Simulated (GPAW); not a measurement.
## Li (Lithium, Im-3m): the Li K absorption edge

How does the Li K edge of Li (Lithium, Im-3m) move when the bonds are compressed or stretched?

Main program and level: GPAW 26.7.0; X-ray absorption from dipole matrix elements to empty bands, plane-wave PAW PBE.

**1. The structure**

It takes space group Im-3m (No. 229, cubic). The conventional cell has a = 3.509 Å, b = 3.509 Å, c = 3.509 Å, α = 90.00°, β = 90.00°, γ = 90.00°. Nearest to Li lie 8 Li at 3.04 Å.

Coordinates:

```cif
data_structure
_symmetry_space_group_name_H-M 'Im-3m'
_symmetry_Int_Tables_number 229
_cell_length_a 3.5093
_cell_length_b 3.5093
_cell_length_c 3.5093
_cell_angle_alpha 90.000
_cell_angle_beta 90.000
_cell_angle_gamma 90.000
_cell_volume 43.22
loop_
_atom_site_label
_atom_site_type_symbol
_atom_site_symmetry_multiplicity
_atom_site_Wyckoff_symbol
_atom_site_fract_x
_atom_site_fract_y
_atom_site_fract_z
_atom_site_occupancy
Li1 Li 2 a 0.00000 0.00000 0.00000 1
```

**2. The field without a hole**

A plain self-consistent run shows whether there is a gap, which decides the set-up of the core-hole run.

Contents of scf.py:

```python
import numpy as np
from ase import Atoms
from ase.parallel import parprint, paropen
from gpaw import GPAW, PW, FermiDirac, Mixer, MixerDif, setup_paths
from gpaw.test import gen
setup_paths.insert(0, '.')
gen('Li', name='nch1s', xcname='PBE', corehole=(1, 0, 0), write_xml=True)
from gpaw.mpi import world
world.barrier()

atoms = Atoms('Li',
    cell=[[-1.75465, 1.75465, 1.75465],
     [1.75465, -1.75465, 1.75465],
     [1.75465, 1.75465, -1.75465]],
    scaled_positions=[[0, 0, 0]],
    pbc=True)
atoms.calc = calc = GPAW(legacy_gpaw=True, mode=PW(500), xc='PBE', setups={0: 'nch1s'},
    kpts={'size': (10, 10, 10), 'gamma': True}, occupations=FermiDirac(0.05),
    charge=0, mixer=Mixer(0.1, 5, 50), maxiter=150,
    convergence={'density': 0.0001}, txt='scf.txt')
energy = atoms.get_potential_energy() + calc.get_reference_energy()
ef = calc.get_fermi_level()
out = dict(energy=energy, fermi=ef, forces=atoms.get_forces().tolist())
parprint(f'all-electron energy {energy:.4f} eV, Fermi level {ef:.4f} eV')
ev = np.array([[calc.get_eigenvalues(k, s) for k in range(len(calc.get_ibz_k_points()))] for s in range(calc.get_number_of_spins())])
out['homo'], out['lumo'], out['counts'] = ev[ev < ef].max(), ev[ev > ef].min(), sorted(set((ev < ef).sum((0, 2)).tolist()))
out['filled'] = (ev[:, 0] < ef).sum(1).tolist()
import json
with paropen('out.json', 'w') as f:
    json.dump(out, f)
```

The run is started by

```bash
$ OMP_NUM_THREADS=1 mpirun -n 2 gpaw python scf.py
```

Numbers of over 12 decimals in the logs are rounded to 6 here.

Output:

```text
Input parameters:
  convergence: {density: 0.0001}
  kpts: {gamma: True,
         size: (10, 10, 10)}
  maxiter: 150
  mixer: {backend: pulay,
          beta: 0.1,
          method: separate,
          nmaxold: 5,
          weight: 50}
  mode: {ecut: 500.0,
         name: pw}
  occupations: {fixmagmom: False,
                name: fermi-dirac,
                width: 0.05}
  setups: {0: nch1s}
  xc: PBE

Initialize ...

[... PAW data sets ...]

Reference energy: -202.787844  # eV

Spin-paired calculation

[... convergence settings ...]
Symmetries present (total): 48
  [... symmetry matrices ...]

1000 k-points: 10 x 10 x 10 Monkhorst-Pack grid + [1/20,1/20,1/20]
47 k-points in the irreducible part of the Brillouin zone
       k-points in crystal coordinates                weights
   0:     0.00000000    0.00000000    0.00000000          1/1000
   1:     0.10000000    0.00000000    0.00000000         12/1000
   2:     0.10000000    0.10000000   -0.10000000          6/1000
   3:     0.20000000    0.00000000   -0.10000000         24/1000
   4:     0.20000000    0.00000000    0.00000000         12/1000
   5:     0.20000000    0.10000000   -0.10000000         24/1000
   6:     0.20000000    0.20000000   -0.20000000          6/1000
   7:     0.30000000   -0.10000000   -0.10000000          8/1000
   8:     0.30000000    0.00000000   -0.10000000         48/1000
   9:     0.30000000    0.00000000    0.00000000         12/1000
          ...
  46:     0.50000000    0.50000000    0.50000000          1/1000

Wave functions: Plane wave expansion
  Cutoff energy: 500.000 eV
  Number of coefficients (min, max): 490, 567
  Pulay-stress correction: 0.000000 eV/Ang^3 (de/decut=0.000000)
  Using FFTW library
  Wavefunction extrapolation:
    Improved wavefunction reuse through dual PAW basis

Occupation numbers: Fermi-Dirac:
  width: 0.0500  # eV

Eigensolver
   Davidson(niter=2)

Densities:
  Coarse grid: 16*16*16 grid
  Fine grid: 32*32*32 grid
  Total Charge: 0.000000

Density mixing:
  Method: separate
  Backend: pulay
  Linear mixing parameter: 0.1
  old densities: 5
  Width of damping distribution: 1.1
  Damping of long wavelength oscillations: 50

[... Hamiltonian set-up ...]
Number of atoms: 1
Number of atomic orbitals: 4
Number of bands in calculation: 4
Number of valence electrons: 1
Bands to converge: occupied

... initialized

Initializing position-dependent things.

Density initialized from atomic densities
Creating initial wave functions:
  4 bands from LCAO basis set

       Li

Atomic positions and initial magnetic moments

Positions:
   0 Li     0.000000    0.000000    0.000000    ( 0.0000,  0.0000,  0.0000)

Unit cell:
           periodic     x           y           z      points  spacing
  1. axis:    yes   -1.754650    1.754650    1.754650    16     0.1551
  2. axis:    yes    1.754650   -1.754650    1.754650    16     0.1551
  3. axis:    yes    1.754650    1.754650   -1.754650    16     0.1551

  Lengths:   3.039143   3.039143   3.039143
  Angles:  109.471221 109.471221 109.471221

Effective grid spacing dv^(1/3) = 0.1741

iter:   1    -1.903021
iter:   2    -1.899780   -1.91  -1.28
iter:   3    -1.889668   -3.19  -1.29
iter:   4    -1.889469   -3.19  -1.65
iter:   5    -1.889384c  -5.54  -2.83
iter:   6    -1.889376c  -5.50  -2.46
iter:   7    -1.889376c  -7.32  -3.28
iter:   8    -1.889376c  -7.75c -3.52
iter:   9    -1.889376c  -9.32c -3.82
iter:  10    -1.889376c -10.83c -5.53c

Converged after 10 iterations.

Dipole moment: (0.000000, 0.000000, -0.000000) |e|*Ang

Energy contributions relative to reference atoms: (reference = -202.787844)

Kinetic:         +1.502861
Potential:       -1.360898
External:        +0.000000
XC:              -2.028753
Entropy (-ST):   -0.006306
Local:           +0.000566
SIC:             +0.000000
--------------------------
Free energy:     -1.892529
Extrapolated:    -1.889376

Showing only first 2 kpts
 Kpt  Band  Eigenvalues  Occupancy
  0     0     -3.30087    2.00000
  0     1     14.14568    0.00000

  1     0     -3.11525    2.00000
  1     1     12.92255    0.00000

Fermi level: 0.21153

No gap
No difference between direct/indirect transitions

Forces in eV/Ang:
  0 Li    0.00000    0.00000    0.00000
Scalar-relativistic atomic PBE calculation for Li (Lithium, Z=3)
Core hole in 1s state (1s occupation: 2.0)
300 radial gridpoints.
|------------------------------------------------|
|------------------------------------------------|
[... the atom generator's iteration count ...]

Energy contributions:
-------------------------
Kinetic:       +7.404214
XC:            -1.787076
Potential:    -13.069454
-------------------------
Total:         -7.452316

state      eigenvalue         ekin         rmax
-----------------------------------------------
1s^2.0 :    -1.905612     3.585908        0.361
2s^1.0 :    -0.105634     0.232398        3.134
2p^0.0 :    -0.040062     0.135543        3.841
-----------------------------------------------
(units: Bohr and Hartree)

Generating PAW setup
Kinetic energy of the core from tauc = 7.172750
Cutoffs:
rc(s)=2.000
rc(p)=2.000
rc(d)=2.000
rc(vbar)=1.800
rc(comp)=2.000
rc(nct)=2.000

Kinetic energy of the core states: 7.171816
Charge: 0.0
Core electrons: 2.0
Valence electrons: 1.0
Pseudo-core charge: 0.160290
Shape function alpha=2.500
Pseudo-electron charge 1.157039
state    eigenvalue         norm
--------------------------------
2s(1) :    -0.105634     0.996748
*s    :     0.894366
2p(0) :    -0.040062     0.995801
*p    :     0.959938
*d    :     0.000000
--------------------------------

Diagonalizing with gridspacing h=0.050

state   all-electron     PAW
-------------------------------
2s:      -0.105634    -0.105613
2p:      -0.040062    -0.039956
*d:                    0.026585
*f:                    0.060870
-------------------------------
all-electron energy -204.6772 eV, Fermi level 0.2115 eV
```

Elapsed: 4.6 s, on 2 MPI ranks of Arm Neoverse V1, shared host; peak memory 0.15 GiB.

The mesh shows no gap, so the system is treated as a metal and the core electron is put at the Fermi level (neutral cell).

**3. Supercell without a hole, the energy reference**

The photon energy needs a difference of total energies, so the cell and mesh of the coming hole run are first run without a hole.

Edit scf.py of step 2 so:

```diff
@@ -10,10 +10,17 @@
 
-atoms = Atoms('Li',
-    cell=[[-1.75465, 1.75465, 1.75465],
-     [1.75465, -1.75465, 1.75465],
-     [1.75465, 1.75465, -1.75465]],
-    scaled_positions=[[0, 0, 0]],
+atoms = Atoms('Li8',
+    cell=[[-3.5093, 3.5093, 3.5093],
+     [3.5093, -3.5093, 3.5093],
+     [3.5093, 3.5093, -3.5093]],
+    scaled_positions=[[0, 0, 0],
+     [0, 0, 0.5],
+     [0, 0.5, 0],
+     [0.5, 0, 0],
+     [0, 0.5, 0.5],
+     [0.5, 0, 0.5],
+     [0.5, 0.5, 0],
+     [0.5, 0.5, 0.5]],
     pbc=True)
 atoms.calc = calc = GPAW(legacy_gpaw=True, mode=PW(500), xc='PBE', setups={0: 'nch1s'},
-    kpts={'size': (10, 10, 10), 'gamma': True}, occupations=FermiDirac(0.05),
+    kpts={'size': (5, 5, 5), 'gamma': True}, occupations=FermiDirac(0.1),
     charge=0, mixer=Mixer(0.1, 5, 50), maxiter=150,
```

Output:

```text
Input parameters:
  convergence: {density: 0.0001}
  kpts: {gamma: True,
         size: (5, 5, 5)}
  maxiter: 150
  mixer: {backend: pulay,
          beta: 0.1,
          method: separate,
          nmaxold: 5,
          weight: 50}
  mode: {ecut: 500.0,
         name: pw}
  occupations: {fixmagmom: False,
                name: fermi-dirac,
                width: 0.1}
  setups: {0: nch1s}
  xc: PBE

Initialize ...

[...]
--------------------------------
2s(1) :    -0.105634     0.996748
*s    :     0.894366
2p(0) :    -0.040062     0.995801
*p    :     0.959938
*d    :     0.000000
--------------------------------

Diagonalizing with gridspacing h=0.050

state   all-electron     PAW
-------------------------------
2s:      -0.105634    -0.105613
2p:      -0.040062    -0.039956
*d:                    0.026585
*f:                    0.060870
-------------------------------
all-electron energy -1637.4317 eV, Fermi level 0.1922 eV
[key lines of the parts left out:]
Converged after 10 iterations.
Dipole moment: (-0.000000, 0.000000, 0.000000) |e|*Ang
Free energy:    -15.210035
Fermi level: 0.19217
```

The job ended after 6.9 s (2 MPI ranks; peak memory 0.22 GiB).

Reference energy: -1637.432 eV with the cores included.

(Continued in part 2 of 3.)

[Banner, clock and machine lines of the logs are left out without a mark of their own.]

[Logs are printed without paths, hosts, clocks, repeated set-up lines and the standing remarks that a program may print on its own settings, such as how far it seeks lower states.]

[Hosts, paths, dates, database ids (printed as entryN), source tags and the programs' standing remarks are cut or masked in the printed files.]

[Lists of maxima count a maximum above −3 eV only where it reaches 4 % of the highest in the window and stands out from its surroundings by 2 % of it (1.5 % where it reaches 55 %); shoulders and weaker maxima are passed over, and of the rest the first, up to two pre-edge ones and the few strongest are named.]
